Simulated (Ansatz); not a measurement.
**ThS (Fm-3m): phonons and vibrational spectra**

Wanted: phonon frequencies of ThS (Fm-3m) and what follows from them.

Main program and level: Ansatz 0.2.0; DFT PBEsol, scalar-relativistic, plane waves, PAW.

Report form: the programs' logs are mostly left out.

**1. The structure**

The structure is cubic, space group Fm-3m (No. 225). Conventional cell: a = 5.682 Å, b = 5.682 Å, c = 5.682 Å, α = 90.00°, β = 90.00°, γ = 90.00°. Nearest to Th lie 6 S at 2.84 Å. Nearest to S lie 6 Th at 2.84 Å. Farther neighbours and most contacts between anions are not listed.

**2. Relaxation**

The volume is held at the value of the starting cell, and symmetry leaves nothing else free, so this is a single point.

The input, input.yaml:

```yaml
crystal:
  lattice:
    - [0.0, 2.841, 2.841]
    - [2.841, 0.0, 2.841]
    - [2.841, 2.841, 0.0]
  atoms:
    - { symbol: Th, position: [0.0, 0.0, 0.0] }
    - { symbol: S, position: [0.5, 0.5, 0.5] }
kpoints:
  mp_grid: { grid: [12, 12, 12] }
hamiltonian:
  xc: pbesol
scf:
  occupations: { method: gaussian, width: 0.1 }
output:
  forces: true
  stress: true
  eigenvalues: true
  write_density: true
  write_potential: true
  elf: true
  volumetric_format: npy
```

Command:

```
$ ansatz run input.yaml --threads 4 --pin off --max-ram 16384MiB --backend cpu --events-out ev --progress --plain --runs-dir out
```

The job ended after 0.99 s (4 threads of Arm Neoverse V2, shared host; peak memory 0.36 GiB; 3.1 s of CPU time).

Numbers from this step:

```yaml
pressure: -1.907 GPa
volume_per_atom: 22.93 Å³
gap_on_the_k_mesh: 0 eV
```

Valence density in the ac plane of the conventional cell at fractional y = 0.000, with atoms of Th and S within 0.2 Å of it. It is the smooth field of the valence electrons, not physical close to the nuclei.

Ten even steps from '_' (0.1 e/Å³) to '@' (1.5 e/Å³), each cell a mean:
```
++@@%%::..--**++--**++::..++@@**
@@@@++..__::==****++--..__--##@@
**==..______::----::..____..--++
....__________......__________..
::..________..::--::________..::
++==::____..++%%%%##--____..--++
****==....==@@@@%%@@##::..::++**
..**++::..**@@++==%%%%--..--**--
--**++::..++@@**++@@%%::..--**++
**++--..__--##@@@@@@++..__::==**
--::..____..--++**==..______::--
....__________......__________..
--::________..::::..________..::
%%##--____..--++++==::____..++%%
%%@@##::..::++******==....==@@@@
==%%%%--..--**--..**++::..**@@++
```
Columns run along a (5.7 Å), rows up along c (5.7 Å), edges of the conventional cell, whose origin can differ from the input's. Atoms in or near the plane, at fractional coordinates: Th at (0.00, 0.00), Th at (0.50, 0.50), S at (0.50, 0.00), S at (0.00, 0.50).

Electrostatic potential energy in the ac plane of the conventional cell at fractional y = 0.000, with atoms of Th and S within 0.2 Å of it. With pseudopotentials it is smooth inside the atoms' cores, unlike the true potential.

Ten even steps from '_' (-76 eV) to '@' (15 eV), each cell a mean:
```
__..++%%@@@@**++**++%%@@@@##::__
::==##@@@@@@%%****##@@@@@@%%++::
**##%%@@@@@@@@@@%%@@@@@@@@@@%%##
@@@@@@@@@@@@@@@@@@@@@@@@@@@@@@@@
@@@@@@@@@@@@@@%%%%%%@@@@@@@@@@@@
##%%@@@@@@%%##++==**%%@@@@@@@@%%
++**%%@@@@##==..__::**%%@@@@##++
**++##@@@@**::______==%%@@%%****
**++%%@@@@##::____..++%%@@@@**++
**##@@@@@@%%++::::==##@@@@@@%%**
%%@@@@@@@@@@%%##**##%%@@@@@@@@@@
@@@@@@@@@@@@@@@@@@@@@@@@@@@@@@@@
%%%%@@@@@@@@@@@@@@@@@@@@@@@@@@%%
==**%%@@@@@@@@%%##%%@@@@@@%%##++
__::**%%@@@@##++++**%%@@@@##==..
____==%%@@%%******++##@@@@**::__
```
Columns run along a (5.7 Å; values clipped at the 3rd and 97th percentile), rows up along c (5.7 Å), edges of the conventional cell, whose origin can differ from the input's. Atoms in or near the plane, at fractional coordinates: Th at (0.00, 0.00), Th at (0.50, 0.50), S at (0.50, 0.00), S at (0.00, 0.50).

ELF in the ac plane of the conventional cell at fractional y = 0.000, with atoms of Th and S within 0.2 Å of it. It is the smooth field of the valence electrons, not physical close to the nuclei.

Ten even steps from '_' (0.04) to '@' (0.81), each cell a mean:
```
__**@@==--%%@@==::##@@++::##%%::
##@@%%--::##@@@@@@@@@@++::++@@%%
##**==..::++##%%%%%%**--..::++##
--::......::::------::......::::
**++==::....--======::....--++++
@@@@%%==..==%%@@%%%%**::::**@@@@
**@@@@++::**@@**==##%%==--%%@@##
__**@@**--####____==%%==--%%@@::
::##@@++::##%%::__**@@==--%%@@==
@@@@@@++::++@@%%##@@%%--::##@@@@
%%%%**--..::++####**==..::++##%%
----::......::::--::......::::--
====::....--++++**++==::....--==
%%%%**::::**@@@@@@@@%%==..==%%@@
==##%%==--%%@@##**@@@@++::**@@**
__==%%==--%%@@::__**@@**--####__
```
Columns run along a (5.7 Å), rows up along c (5.7 Å), edges of the conventional cell, whose origin can differ from the input's. Atoms in or near the plane, at fractional coordinates: Th at (0.00, 0.00), Th at (0.50, 0.50), S at (0.50, 0.00), S at (0.00, 0.50).

**3. Tight relaxation**

Symmetry and the fixed volume leave nothing to relax, so a single point is run on the k mesh and occupations of the first response run.

Edit input.yaml of step 2 so:

```diff
@@ -13,3 +13,3 @@
 scf:
-  occupations: { method: gaussian, width: 0.1 }
+  occupations: { method: methfessel_paxton, width: 0.2 }
 output:
```

It took 1.1 s on 4 threads; peak memory 0.36 GiB.

This step gave:

| Quantity | Value |
| --- | --- |
| pressure | -1.933 GPa |

Valence density in the ac plane of the conventional cell at fractional y = 0.000, with atoms of Th and S within 0.2 Å of it. It is the smooth field of the valence electrons, not physical close to the nuclei.

Values in e/Å³, 16 rows by 16 columns, each cell a mean:
```
0.9 1.4 1.3 0.5 0.3 0.6 1.0 0.9 0.6 1.1 0.8 0.4 0.3 0.9 1.5 1.1
1.5 1.4 0.8 0.3 0.2 0.4 0.8 1.0 1.1 0.9 0.5 0.3 0.2 0.5 1.2 1.5
0.9 0.7 0.4 0.2 0.1 0.2 0.4 0.6 0.6 0.5 0.3 0.2 0.1 0.3 0.5 0.9
0.4 0.3 0.2 0.1 0.1 0.1 0.2 0.3 0.3 0.3 0.2 0.1 0.1 0.1 0.2 0.3
0.4 0.3 0.2 0.1 0.1 0.2 0.3 0.5 0.6 0.4 0.2 0.1 0.1 0.2 0.3 0.4
0.9 0.7 0.4 0.2 0.2 0.4 0.8 1.3 1.3 1.1 0.6 0.2 0.2 0.3 0.5 0.8
1.0 1.0 0.7 0.3 0.3 0.7 1.4 1.4 1.2 1.5 1.1 0.4 0.3 0.5 0.9 1.1
0.3 1.0 0.9 0.4 0.4 0.9 1.5 0.9 0.7 1.2 1.3 0.6 0.3 0.6 1.1 0.6
0.6 1.1 0.8 0.4 0.3 0.9 1.5 1.1 0.9 1.4 1.3 0.5 0.3 0.6 1.0 0.9
1.1 0.9 0.5 0.3 0.2 0.5 1.2 1.5 1.5 1.4 0.8 0.3 0.2 0.4 0.8 1.0
0.6 0.5 0.3 0.2 0.1 0.3 0.5 0.9 0.9 0.7 0.4 0.2 0.1 0.2 0.4 0.6
0.3 0.3 0.2 0.1 0.1 0.1 0.2 0.3 0.4 0.3 0.2 0.1 0.1 0.1 0.2 0.3
0.6 0.4 0.2 0.1 0.1 0.2 0.3 0.4 0.4 0.3 0.2 0.1 0.1 0.2 0.3 0.5
1.3 1.1 0.6 0.2 0.2 0.3 0.5 0.8 0.9 0.7 0.4 0.2 0.2 0.4 0.8 1.3
1.2 1.5 1.1 0.4 0.3 0.5 0.9 1.1 1.0 1.0 0.7 0.3 0.3 0.7 1.4 1.4
0.7 1.2 1.3 0.6 0.3 0.6 1.1 0.6 0.3 1.0 0.9 0.4 0.4 0.9 1.5 0.9
```
Columns run along a (5.7 Å), rows up along c (5.7 Å), edges of the conventional cell, whose origin can differ from the input's. Atoms in or near the plane, at fractional coordinates: Th at (0.00, 0.00), Th at (0.50, 0.50), S at (0.50, 0.00), S at (0.00, 0.50).

ELF in the ac plane of the conventional cell at fractional y = 0.000, with atoms of Th and S within 0.2 Å of it. It is the smooth field of the valence electrons, not physical close to the nuclei.

Ten even steps from '_' (0.04) to '@' (0.81), each cell a mean:
```
__**@@==--%%@@==::##@@++::##%%::
##@@%%--::##@@@@@@@@@@++::++@@%%
##**==..::++##%%%%%%**--..::++##
--::......::::------::......::::
**++==::....--======::....--++++
@@@@%%==..==%%@@%%%%**::::**@@@@
**@@@@++::**@@**==##%%==--%%@@##
__**@@**--####____==%%==--%%@@::
::##@@++::##%%::__**@@==--%%@@==
@@@@@@++::++@@%%##@@%%--::##@@@@
%%%%**--..::++####**==..::++##%%
----::......::::--::......::::--
====::....--++++**++==::....--==
%%%%**::::**@@@@@@@@%%==..==%%@@
==##%%==--%%@@##**@@@@++::**@@**
__==%%==--%%@@::__**@@**--####__
```
Columns run along a (5.7 Å), rows up along c (5.7 Å), edges of the conventional cell, whose origin can differ from the input's. Atoms in or near the plane, at fractional coordinates: Th at (0.00, 0.00), Th at (0.50, 0.50), S at (0.50, 0.00), S at (0.00, 0.50).

Electrostatic potential energy in the ac plane of the conventional cell at fractional y = 0.000, with atoms of Th and S within 0.2 Å of it. With pseudopotentials it is smooth inside the atoms' cores, unlike the true potential.

Ten even steps from '0' (-76 eV) to '9' (15 eV), each cell a mean:
```
0158996565899720
2479998667999852
6789999989999987
9999999999999999
9999999888999999
7899987546899998
5689974102689975
6579962000489866
6589972001589965
6799985224799986
8999998767899999
9999999999999999
8899999999999998
4689999878999875
0268997556899741
0048986665799620
```
Columns run along a (5.7 Å; values clipped at the 3rd and 97th percentile), rows up along c (5.7 Å), edges of the conventional cell, whose origin can differ from the input's. Atoms in or near the plane, at fractional coordinates: Th at (0.00, 0.00), Th at (0.50, 0.50), S at (0.50, 0.00), S at (0.00, 0.50).

The forces vanish by symmetry. The volume is held at 22.93 Å³/atom, so a pressure of -1.93 GPa remains at this level.

**4. Modes at Γ**

The zone centre comes first: it holds the modes that light can see, as far as symmetry allows. No field response is asked, since the mesh shows no gap.

input.yaml, the sections that differ from step 3:

```yaml
output:
  eigenvalues: true
phonons:
  method: dfpt
# crystal, kpoints, hamiltonian, scf: as in step 3
```

Elapsed: 8.3 s, on 4 threads; peak memory 0.68 GiB; 30 s of CPU time.

Numbers from this step:

| Property | Result |
| --- | --- |
| sum-rule residual before enforcement | 1.03e-5 eV/Å² |
| point group | m-3m |
| highest optical mode at the zone centre (no LO-TO term) | 284.5 cm⁻¹ |
| lowest optical zone-centre mode | 284.5 cm⁻¹ |

Patterns of degenerate modes are one choice out of their space. Modes at Γ, with each element's share of the kinetic energy:

```
mode  frequency (cm⁻¹)  symmetry  Th %  S %
   1               0.0  acoustic    88   12
   2               0.0  acoustic    88   12
   3               0.0  acoustic    88   12
   4             284.5       T1u    12   88
   5             284.5       T1u    12   88
   6             284.5       T1u    12   88
```

Displacements in mode 6 (284.5 cm⁻¹), the largest set to 1:
```
Th1  0.00  0.00 -0.14
S2   0.00  0.00  1.00
```

Before it was imposed, the acoustic sum rule was missed by 1.0e-5 eV/Å². Small misses are needed for a sound result but don't prove that mesh and cutoff are converged. The lowest optical mode is real, 284 cm⁻¹.

**5. The dispersion**

Stability and thermal properties need the whole zone. Linear response on a 4×4×4 q mesh gives force constants as far as a supercell of that size would.

Edit input.yaml of step 4 so:

```diff
@@ -18 +18,8 @@
   method: dfpt
+  qmesh: [4, 4, 4]
+  temperatures: { t_max: 400, t_step: 50 }
+  qpath:
+    path:
+      - [[0.0, 0.0, 0.0], [0.5, 0.0, 0.5], [0.625, 0.25, 0.625]]
+      - [[0.375, 0.375, 0.75], [0.0, 0.0, 0.0], [0.5, 0.5, 0.5], [0.5, 0.25, 0.75], [0.5, 0.0, 0.5]]
+    npoints: 10
```

It took 3.8 min on 4 threads; peak memory 3.3 GiB; 15 min of CPU time.

Numbers from this step:

```
sum-rule residual before enforcement                       : 1.24e-5 eV/Å²
lowest frequency on the path                               : 0 cm⁻¹
highest frequency on the path or at a solved wavevector    : 310.6 cm⁻¹
mean frequency                                             : 189.3 cm⁻¹
Debye temperature (second moment)                          : 404 K
logarithmic mean frequency                                 : 154.5 cm⁻¹
lowest mode on the q mesh (acoustic modes at Γ apart)      : 48.01 cm⁻¹
zero-point energy per atom                                 : 35.2 meV
heat capacity at 300 K                                     : 22.88 J/(mol atoms K)
vibrational entropy at 300 K                               : 33.49 J/(mol atoms K)
edges of the widest gap between branches, on path and mesh : 111.4, 281.6 cm⁻¹
```

Frequencies (cm⁻¹) solved at each irreducible wavevector; negative means imaginary. Frequencies by wavevector, by row:

```
q in reciprocal lattice units  star  mode 1  mode 2  mode 3  mode 4  mode 5  mode 6
                        0 0 0     1       0       0       0   284.5   284.5   284.5
                     0 0 0.25     8    71.5    71.5    83.8   293.7   293.7   300.4
                     0 0 -0.5     4   100.5   100.5   111.4   302.9   302.9   306.8
                  0 0.25 0.25     6      48      48   103.1   281.6   281.6   310.6
                  0 0.25 -0.5    24    85.9    86.3    93.8   293.5   295.5   299.2
                 0 0.25 -0.25    12    59.9    98.7     106   281.7   303.4   308.4
                  0 -0.5 -0.5     3    70.3    70.3    71.3   283.3   283.3   287.3
              0.25 -0.5 -0.25     6    70.7    70.7   102.7   282.5   282.5   310.4
```

Interpolated from a 4×4×4 q mesh. Phonon branches along the path, in cm⁻¹:

```
    point  branch 1  branch 2  branch 3  branch 4  branch 5  branch 6
        Γ         0         0         0       284       284       284
  halfway        48        48       103       282       282       311
        X        70        70        71       283       283       287
  halfway        72        76        77       286       286       289
        U        72        88        89       284       294       300
jump to K        72        88        89       284       294       300
  halfway        48        89       100       282       301       306
        Γ         0         0         0       284       284       284
  halfway        72        72        84       294       294       300
        L       100       100       111       303       303       307
  halfway        89        91       101       294       294       309
        W        71        71       103       282       282       310
  halfway        69        73        90       284       285       297
        X        70        70        71       283       283       287
```

Tetrahedra on a 20×20×20 mesh, mean over bins of 5 cm-1. Interpolated from a 4×4×4 q mesh. Table of phonon density of states by wavenumber; read off at these points:

```
wavenumber (cm⁻¹)  phonon density of states (1/cm⁻¹/cell)
                2                                  1.0e-5
               12                                  3.7e-4
               22                                 0.00152
               32                                  0.0035
               48                                 0.00921
               58                                  0.0169
               68                                  0.0416
               72                                  0.0627
               78                                  0.0512
               88                                  0.0530
               98                                  0.0892
              108                                  0.0234
              122                                       0
              132                                       0
              142                                       0
              152                                       0
              162                                       0
              172                                       0
              182                                       0
              192                                       0
              208                                       0
              218                                       0
              228                                       0
              238                                       0
              248                                       0
              258                                       0
              268                                       0
              282                                   0.101
              288                                   0.114
              292                                  0.0841
              302                                  0.0911
              308                                   0.123
              312                                 0.00219
```

The partial phonon density of states has structure finer than the step of the table below, so its rows give means over 10 cm⁻¹, whole bins alone (the curve runs from -10 to 330 cm⁻¹). Peaks (cm⁻¹: height): S 284.8: 0.115, 306.2: 0.107; Th 99.0: 0.0886, 284.8: 0.0129.

Phonopy on the run's constants, 17x17x17 mesh, Gaussian sigma 2.4 cm-1. Interpolated from a 4×4×4 q mesh. The partial phonon density of states by wavenumber; means over each step; values in 1/cm⁻¹/cell:

```
wavenumber (cm⁻¹)        S       Th
                0   6.4e-6   5.1e-5
               10   3.9e-5   2.7e-4
               20   1.6e-4  0.00116
               30   3.5e-4  0.00258
               40   7.1e-4  0.00539
               50  0.00122  0.00982
               60  0.00220   0.0194
               70  0.00458   0.0450
               80  0.00350   0.0472
               90  0.00213   0.0568
              100   8.9e-4   0.0786
              110   9.5e-5   0.0180
              120        0   5.8e-5
              130        0        0
              140        0        0
              150        0        0
              160        0        0
              170        0        0
              180        0        0
              190        0        0
              200        0        0
              210        0        0
              220        0        0
              230        0        0
              240        0        0
              250        0        0
              260        0        0
              270   7.4e-5   9.2e-6
              280   0.0441  0.00518
              290   0.0920  0.00774
              300   0.0892  0.00244
              310   0.0583   4.8e-4
              320   3.1e-4   9.5e-7
```

Second derivatives of the energy by pair, one row for each kind of neighbour of each atom listed. Each entry sums the pair over the periodic images of the supercell that the q mesh stands for, and in a polar crystal it holds the long-range dipole part too. Force constants by pair, by row:

```
atom  neighbour  distance (Å)  third of the trace (eV/Å²)  along the pair's line (eV/Å²)
 Th1     itself             0                       9.706                              –
 Th1          S         2.841                      -1.407                         -3.851
 Th1         Th         4.018                     -0.1052                        -0.3133
 Th1          S         4.921                     -0.0444                        -0.1501
 Th1         Th         5.682                      0.0718                         0.3561
 Th1          S         6.353                      0.0106                         0.0404
 Th1         Th         6.959                     -0.0056                        -0.0328
  S2     itself             0                       9.804                              –
  S2         Th         2.841                      -1.407                         -3.851
  S2          S         4.018                     -0.0187                        -0.0704
  S2         Th         4.921                     -0.0444                        -0.1501
  S2          S         5.682                     -0.1908                        -0.6714
  S2         Th         6.353                      0.0106                         0.0404
  S2          S         6.959                      -0.001                        -0.0038
```

Harmonic thermodynamic functions per atom, from the density of states. Interpolated from a 4×4×4 q mesh. Thermodynamic functions, by row:

```
T (K)  F_vib (meV/atom)  S (J/mol-atom/K)  C_V (J/mol-atom/K)
    0              35.2                 0                   0
   50             34.45              4.63               8.065
  100             30.03             12.28               14.35
  200             10.57             24.61               20.76
  300            -19.78             33.49               22.88
  400            -58.12             40.21               23.73
```

Harmonic mean-square displacement, third of the trace. Interpolated from a 4×4×4 q mesh. Mean square displacements, by row:

```
T (K)  Th1 U_eq (Å²)  S2 U_eq (Å²)
    0        8.90e-4       0.00211
  100        0.00194       0.00286
  300        0.00537       0.00596
  600        0.01066       0.01132
```

Symmetry leaves 8 wavevectors to solve. The lowest mode among them, the acoustic zeros apart, lies at q = (0, 0.25, 0.25) and is real, 48.0 cm⁻¹.

**6. Results**

```yaml
space_group_within_0p01_a: Fm-3m
volume_per_atom: 22.9 Å³
electronic_character: no gap on this mesh
highest_optical_mode_at_the_zone_centre_no_lo_to_term: 284 cm⁻¹
lowest_optical_zone_centre_mode: 284 cm⁻¹
lowest_mode_on_the_q_mesh_acoustic_modes_at_gamma_apart: 48.0 cm⁻¹
highest_frequency_on_the_path_or_at_a_solved_wavevector: 311 cm⁻¹
zero_point_energy_per_atom: 35.2 meV
heat_capacity_at_300_k: 22.9 J/(mol atoms K)
vibrational_entropy_at_300_k: 33.5 J/(mol atoms K)
debye_temperature_second_moment: 404 K
imaginary_modes_on_the_4x4x4_q_mesh: none
```

What this shows: The structure is a minimum as far as tested: no mode is imaginary at the 8 irreducible wavevectors of the 4×4×4 mesh, and the softest away from the acoustic zeros lies at 48 cm⁻¹. The optical modes at Γ form one degenerate level at 284 cm⁻¹. The highest mode in this list at Γ, 284.5 cm⁻¹, is mostly motion of S (88 % of the kinetic energy). On the path and the mesh, the widest gap between branches runs from 111 to 282 cm⁻¹. The volume was held at that of the database entry and not relaxed, so the modes belong to a cell under -1.93 GPa at this level. With no gap, or one that is small against the smearing, the frequencies hang on the k mesh and the smearing, most of all near Kohn anomalies. Spin-orbit coupling is left out, which can matter for the heavy elements here. These are harmonic frequencies at zero temperature: anharmonic shifts, linewidths and thermal expansion are left out.

[Logs are printed without paths, hosts, clocks, repeated set-up lines and the standing remarks that a program may print on its own settings, such as how far it seeks lower states.]

[Hosts, paths, dates, database ids (printed as entryN), source tags and the programs' standing remarks are cut or masked in the printed files.]
